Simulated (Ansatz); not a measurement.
# KCd2P3Pb2: relaxing a made-up structure, part 2 of 2

This structure for KCd2P3Pb2 is made up. Its elements were placed in a known structure type with a cell scaled to their sizes. What cell does the guess relax to, and how far off was it?

Ansatz 0.2.0; DFT, PBE, plane-wave PAW, files of the set soft_1, scalar-relativistic, no spin, cell and ions relaxed at zero pressure; PAW set soft_1 (the session's first sound run).

So far: Set-up; Relaxing cell and atoms. The relaxed cell has a = 4.428, c = 40.935 Å (conventional setting).

## 3. Electronic structure of the relaxed cell

With the geometry fixed, one more self-consistent run, with a narrower smearing and the mesh shown in its input, gives the bands, and its pressure, and its forces where symmetry allows any, show how far the geometry depends on these settings.

This step: DFT, PBE, plane-wave PAW, files of the set soft_1, scalar-relativistic, no spin, bands and density of states at the relaxed cell; PAW set soft_1 (Ansatz 0.2.0).

input.yaml

```yaml
crystal:
  lattice:
    - [2.2139362765, 1.278216705, 13.6450294346]
    - [-2.2139362765, 1.278216705, 13.6450294346]
    - [0.0, -2.5564334106, 13.6450294345]
  atoms:
    - { symbol: Pb, position: [0.7017115105, 0.7017115105, 0.7017115105] }
    - { symbol: Pb, position: [0.2982884895, 0.2982884895, 0.2982884895] }
    - { symbol: Cd, position: [0.8983301926, 0.8983301926, 0.8983301926] }
    - { symbol: Cd, position: [0.1016698074, 0.1016698074, 0.1016698074] }
    - { symbol: K, position: [0.5, 0.5, 0.5] }
    - { symbol: P, position: [0.0, 0.0, 0.0] }
    - { symbol: P, position: [0.7752753806, 0.7752753806, 0.7752753806] }
    - { symbol: P, position: [0.2247246194, 0.2247246194, 0.2247246194] }
kpoints:
  mp_grid: { grid: [8, 8, 8] }
  band_path:
    path:
      - [[0.0, 0.0, 0.0], [0.5, 0.0, 0.0], [0.5, 0.17251684, -0.17251684]]
      - [[0.82748316, 0.5, 0.17251684], [0.5, 0.5, 0.5], [0.0, 0.0, 0.0], [0.33625842, 0.0, -0.33625842]]
      - [[0.66374158, 0.33625842, 0.0], [0.5, 0.5, 0.0], [0.66374158, 0.66374158, 0.17251684], [0.5, 0.5, 0.5]]
      - [[0.5, 0.0, 0.0], [0.82748316, 0.33625842, 0.33625842]]
    npoints: 8
scf:
  occupations: { method: fermi_dirac, width: 0.03 }
  n_extra_bands: 12
hamiltonian:
  xc: pbe
  pseudopotentials: { kind: paw, azcp: { folder: soft_1 } }
output:
  forces: true
  stress: true
  write_bands: true
  dos: { projected: true }
  write_density: true
  write_potential: true
  elf: true
  volumetric_format: npy
```

The run is started by

```console
$ ansatz run input.yaml --threads 4 --pin off --max-ram 10240MiB --backend cpu --events-out ev --progress --plain --runs-dir out
```

Numbers of over 12 decimals in the logs are rounded to 6 here.

Output:

```text
[...]
Crystal: 8 atoms, lattice volume = 231.684 Å³
Basis set: ecut = 420 eV, 4575 PW (Γ), FFT grids on a1−a2, a2, −a2+a3, exchange–correlation on 60×192×60 points (8 copies of the dense FFT grid, shifted against one another)
Bands: 58, of which v1, the nominal top of the filled ones, is band 46 counted from 1 (45 counted from 0)
Symmetry: 12 space group operations
[...]
k-points: 65 of 512
[...]
SCF iter   1: F=—  HF=-44138.550919 eV  |F-HF|=—  |Δ(HF+E_count)|=         —  Δρ=4.19e-2  dr2=5.90e1  ethr=3.10e-3  ⟨swp⟩=10.7  Hψ=19360  notcnv=0  defer=14
[...]
SCF iter  10: F=-44132.273578 eV  HF=-44132.273578 eV  |F-HF|=3.52e-8  |Δ(HF+E_count)|=   2.38e-7  Δρ=5.20e-6  dr2=9.86e-8  ethr=1.09e-10  ⟨swp⟩=22.8  Hψ=40453  notcnv=0
SCF 1 converged in 10 iterations: F = -44132.273578 eV  dr2 = 9.86e-8
  Residual-converged pass: ⟨swp⟩=1.0  Hψ=4044  notcnv=0  max |occ|·‖R‖ = 7.1e-9 eV (tolerance 1.0e-8 eV)  dr2=9.86e-8  dr2_onsite=2.26e-9  max |Δocc| = 3.0e-11
[...]
NSCF: frozen V_eff on 76 k-points
SCF converged after 10 iterations
Free energy (F): -44132.273578 eV
[...]
Internal energy: -44132.269754 eV  (E = F + TS)
E sigma→0 (E₀):  -44132.271666 eV
Entropy (-TS):   -0.003824 eV (-0.478 meV/atom)
Fermi energy:    7.540621 eV
[...]
--- Forces (eV/Å), atoms counted from 1 ---
  atom   1  Pb     0.00000000     0.00000000    -0.00768176
  atom   2  Pb     0.00000000    -0.00000000     0.00768176
  atom   3  Cd    -0.00000000     0.00000000    -0.01015930
  atom   4  Cd     0.00000000    -0.00000000     0.01015930
  atom   5  K      0.00000000     0.00000000     0.00000000
  atom   6  P      0.00000000    -0.00000000    -0.00000000
  atom   7  P      0.00000000    -0.00000000     0.00929734
  atom   8  P      0.00000000     0.00000000    -0.00929734
  max |Σ_I F_I| component: 9.25e-18 eV/Å
--- Stress (GPa, compression-positive) ---
        0.070570       0.000000      -0.000000
        0.000000       0.070570      -0.000000
        0.000000      -0.000000       0.146927
  P = ⅓ Tr σ = 0.0960 GPa (0.960 kbar)
--- Band table (eV; the first three rows and the last of 65) ---
  k-point 0: bands = [... 42 lower, 6.9648, 7.1251, 7.1251, 7.5530, 7.5843, 8.3090, 8.7984, 8.7984, ... 8 higher]
  k-point 1: bands = [... 42 lower, 6.2694, 6.7567, 6.8763, 7.1457, 8.3552, 8.9823, 9.0610, 9.2743, ... 8 higher]
  k-point 2: bands = [... 42 lower, 5.6842, 6.3055, 6.3835, 7.1770, 8.4821, 9.1001, 9.3480, 9.5793, ... 8 higher]
  k-point 64: bands = [... 42 lower, 7.0365, 7.0474, 7.0474, 7.5963, 7.8275, 8.0314, 8.8149, 8.8149, ... 8 higher]
```

It took 26 s on 4 threads of Arm Neoverse V2, shared host; peak memory 1.3 GiB.

In the SCF lines HF is the Harris–Foulkes energy and dr2 the Hartree energy of the density residual, in eV; the loop may stop once dr2 is under the threshold and the program's other checks hold. Hψ counts applications of the Hamiltonian.

Numbers from this step:

| Quantity | Value |
| --- | --- |
| free energy | -44132.2736 eV |
| energy at zero smearing | -44132.2717 eV |
| smearing term TS | 0.003824 eV |
| Fermi energy | 7.541 eV |
| pressure | 0.09602 GPa |

From bands.tsv, the bands that come nearest the Fermi level along the path, at its corners, in eV from the Fermi level:

```tsv
point	band 43	band 44	band 45	band 46	band 47	band 48	band 49	band 50
Γ	-0.58	-0.42	-0.42	0.01	0.04	0.77	1.26	1.26
L	-1.78	-1.71	-1.60	-0.31	0.15	1.57	1.65	1.73
B1	-2.76	-2.74	-0.95	-0.91	0.59	1.79	1.89	2.07
B	-2.76	-2.74	-0.95	-0.91	0.59	1.79	1.89	2.07
Z	-0.50	-0.49	-0.49	0.06	0.29	0.49	1.27	1.27
Γ	-0.58	-0.42	-0.42	0.01	0.04	0.77	1.26	1.26
X	-2.80	-2.73	-0.94	-0.92	0.59	1.79	1.88	2.06
Q	-2.80	-2.73	-0.94	-0.92	0.59	1.79	1.88	2.06
F	-1.82	-1.66	-1.58	-0.33	0.08	1.34	1.65	1.78
P1	-1.81	-1.67	-1.59	-0.34	0.12	1.36	1.65	1.71
Z	-0.50	-0.49	-0.49	0.06	0.29	0.49	1.27	1.27
L	-1.78	-1.71	-1.60	-0.31	0.15	1.57	1.65	1.73
P	-1.81	-1.67	-1.59	-0.34	0.12	1.36	1.65	1.71
```

Counts of states for the cell as run, both spins, by energy window (eV from the Fermi level):

```csv
from,to,total
-8,-7,3.47
-7,-6,0.60
-6,-5,0.00
-5,-4,2.20
-4,-3,3.30
-3,-2,5.10
-2,-1,4.79
-1,0,2.61
0,1,1.72
1,2,4.75
2,3,5.33
3,4,4.59
```

Below -8 eV lie 69.9 more states.

Electrostatic potential energy in the ac plane of the cell as run, not the conventional one, at fractional y = 0.000, with atoms of P within 0.2 Å of it. With pseudopotentials it is smooth inside the atoms' cores, unlike the true potential.

Ten even steps from '0' (-24 eV) to '9' (10 eV), each cell a mean:
```
000389999975446899999999986312479999961
400016999999866789999999999731024899998
973000589999998888999999999984100258999
999731158999999998889999999998620013799
999997546899999999988889999999985100258
799999987889999999998777899999999741014
379999999989998889999986679999999986322
347899999999999888899998656899999999864
766789999989999988778999976578999999998
998889999988889999877789998767899999999
999988999998878899987777899987789999999
999998889999887789999877789999888999999
999999988899998777899998778999998899999
999999998778999877778999888889999888999
999999999866789998777899999888999988788
789999999987567999987789999999999998655
246899999999865789999888899999999999863
311368999999997668999998899988899999986
731014799999999877899999999998778999999
985200158999999999888999999999853479999
999730003699999999998889999999984003799
999985200158999999999988889999998400037
489999742114799999999998756799999961000
016999997422369999999999863347999997300
```
Columns run along a (13.9 Å; values clipped at the 3rd and 97th percentile), rows up along c (13.9 Å). Atoms in or near the plane, at fractional coordinates: P at (0.00, 0.00).

Valence density in the ac plane of the cell as run, not the conventional one, at fractional y = 0.000, with atoms of P within 0.2 Å of it. It is the smooth field of the valence electrons, not physical close to the nuclei.

Ten steps, logarithmic in the rise over the least value, from '0' (0 e/Å³) to '9' (12 e/Å³), each cell a mean:
```
223321000124543210000000113677521000233
333333210001233321100000001368875200012
123334321000012222211000000025899741000
012334432110000122222110000001379986310
000123333221100011223321100000025899741
210001223322111100112333210000001368875
531000112222111111111233332100000013677
543100011111111122111112333211000000135
333321001111111112221111223332100000011
122322100111211111222211112333211000000
001222211011222110112222111123332100000
000122322111122221101122211112233210000
000011233221111222110112222101122222100
000000123332111122221111122210011222210
100000012233321111222111111111000123322
321000000123332211112221111111100012344
653100000012233321111122111221110000135
677631000000123332210011111222221100013
258986210000001233321100111122332210001
014799852000000112332211000112333332100
001369996310000001122222100001123443311
100014799742000000011223221000012333332
321000257875210000000122333210001233323
233100012566531000000001235542100012331
```
Columns run along a (13.9 Å), rows up along c (13.9 Å). Atoms in or near the plane, at fractional coordinates: P at (0.00, 0.00).

ELF in the ac plane of the cell as run, not the conventional one, at fractional y = 0.000, with atoms of P within 0.2 Å of it. It is the smooth field of the valence electrons, not physical close to the nuclei.

Ten even steps from '0' (0.02) to '9' (0.82), each cell a mean:
```
104985200122222233200001222344321013797
952389731001122235542000012234543100258
689658984210112235776420000123466421002
136999998521111235788864100011246753210
001479999853221124689998630000123566421
210124689986333211368999985200001234543
321001245787533333225799999741000112344
322110122345543334432368999986200001222
222221112333333223444224789999741000122
333223211233322212344432358999986300012
234555543123443211123444323689999741000
014678876522344432111344432247899875200
001368999874223444311123444322567776531
100025799998632344432111233432134444443
220001368999985323444321223333211222222
222100014899998742244432234333221111222
332210000268999986323343335665322101123
344321100014799999742223334688764210012
235653210000258999985311222468998642101
013467432100003689997532112236999997410
101236764211000146887643211113699889973
620012466432100002466642221101258974589
985101134543221000024543222210013797215
279731012333322220000233222322100258830
```
Columns run along a (13.9 Å), rows up along c (13.9 Å). Atoms in or near the plane, at fractional coordinates: P at (0.00, 0.00).

## 4. Results

```yaml
space_group_relaxed: R-3m
conventional_cell: a = 4.428, b = 4.428, c = 40.935 Å; α = 90.0°, β = 90.0°, γ = 120.0°
volume_per_atom: 28.96 Å³ (guess 27.00)
```

KCd2P3Pb2 relaxes to R-3m with a = 4.428, b = 4.428 and c = 40.935 Å. The guessed volume was 7 % too small. The space group R-3m was held in the relaxation, so the end point is a stationary structure within it and may be a saddle against distortions or other arrangements. Bands cross the Fermi level, so it is a metal or semimetal at this level. Semilocal functionals can close a small real gap, so this isn't settled for compounds with anions. On the 8×8×8 mesh with the narrower smearing (relaxed on 7×7×7) the largest force component is 0.010 eV/Å and the largest stress component is 0.147 GPa, against the relaxation's thresholds of 0.015 eV/Å and 0.05 GPa. The cutoff wasn't tested. A vector of the cell changed its length by 10 %, more than the volume shows. Spin-orbit coupling is left out, which can matter for elements this heavy. No dispersion term is used, so weakly bound directions may come out too long. Nothing here tests whether the compound is stable against decomposition.

[Logs are printed without paths, hosts, clocks, repeated set-up lines and the standing remarks that a program may print on its own settings, such as how far it seeks lower states.]

[Hosts, paths, dates, database ids (printed as entryN), source tags and the programs' standing remarks are cut or masked in the printed files.]
